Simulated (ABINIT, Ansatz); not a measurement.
Planning a run of ABINIT 10.8.3 on ScHO2 (P6_3/mmc). The input:

```
acell 3*1.0 Angstrom
rprim 
  3.233532062406 -0.000000000001 0.000000000000
  -1.616766031202 2.800320909996 0.000000000000
  0.000000000000 0.000000000000 9.062126000000
ntypat 3
znucl 21 1 8
natom 8
typat 1 1 2 2 3 3 3 3
xred 
  0.000000000000 0.000000000000 0.500000000000
  0.000000000000 0.000000000000 0.000000000000
  0.666666666667 0.333333333333 0.750000000000
  0.333333333333 0.666666666667 0.250000000000
  0.666666666667 0.333333333333 0.615588000000
  0.666666666667 0.333333333333 0.884412000000
  0.333333333333 0.666666666667 0.115588000000
  0.333333333333 0.666666666667 0.384412000000
pp_dirpath "pseudos"
pseudos "Sc.upf, H.upf, O.upf"
ecut 36
ngkpt 6 6 2
nshiftk 1
shiftk 0.11 0.21 0.31
kptopt 3
chksymbreak 0
istwfk *1
occopt 1
irdwfk 1
optdriver 99
bs_calctype 1
mbpt_sciss 2.683 eV
bs_loband 16
nband 34
bs_exchange_term 1
bs_coulomb_term 21
bs_coupling 0
bs_algorithm 2
bs_freq_mesh 0 13 0.1 eV
zcut 0.15 eV
ecuteps 3
ecutwfn 18
inclvkb 2
mdf_epsinf 4.05
irdden 1
bs_haydock_niter 300
bs_haydock_tol -0.02 0
indata_prefix "in"
outdata_prefix "out"
tmpdata_prefix "tmp"
```

```sh
OMP_NUM_THREADS=1 mpirun -n 4 abinit run.abi > log
```

Q: How long will it take on 4 MPI ranks of Intel Xeon 6975P-C (Granite Rapids), shared host, and how much memory?

It took 21 min; on shared hardware allow 10 min to 42 min. Peak host memory was 2.2 GiB.

The kernel grows as the square of the matrix size, and full diagonalisation as its cube.

[Paths, hosts, dates, memory and timing lines, banners, echoed tables and standing remarks are left out of the program output.]

[Logs are printed without paths, hosts, clocks, repeated set-up lines and the standing remarks that a program may print on its own settings, such as how far it seeks lower states.]

[Runs of the session that timed out or met a known fault of the program may be left out.]

[Hosts, paths, dates, database ids (printed as entryN), source tags and the programs' standing remarks are cut or masked in the printed files.]

[G0W0 gaps are taken among the corrected bands and points alone; a level outside them can change the order at an edge.]

[Where Ansatz stands beside ABINIT at settings called matched, ABINIT's density can come from a denser mesh and the files from another edition; pairs whose starting gaps differed by over 0.03 eV were left out, so agreement reads better than it is.]
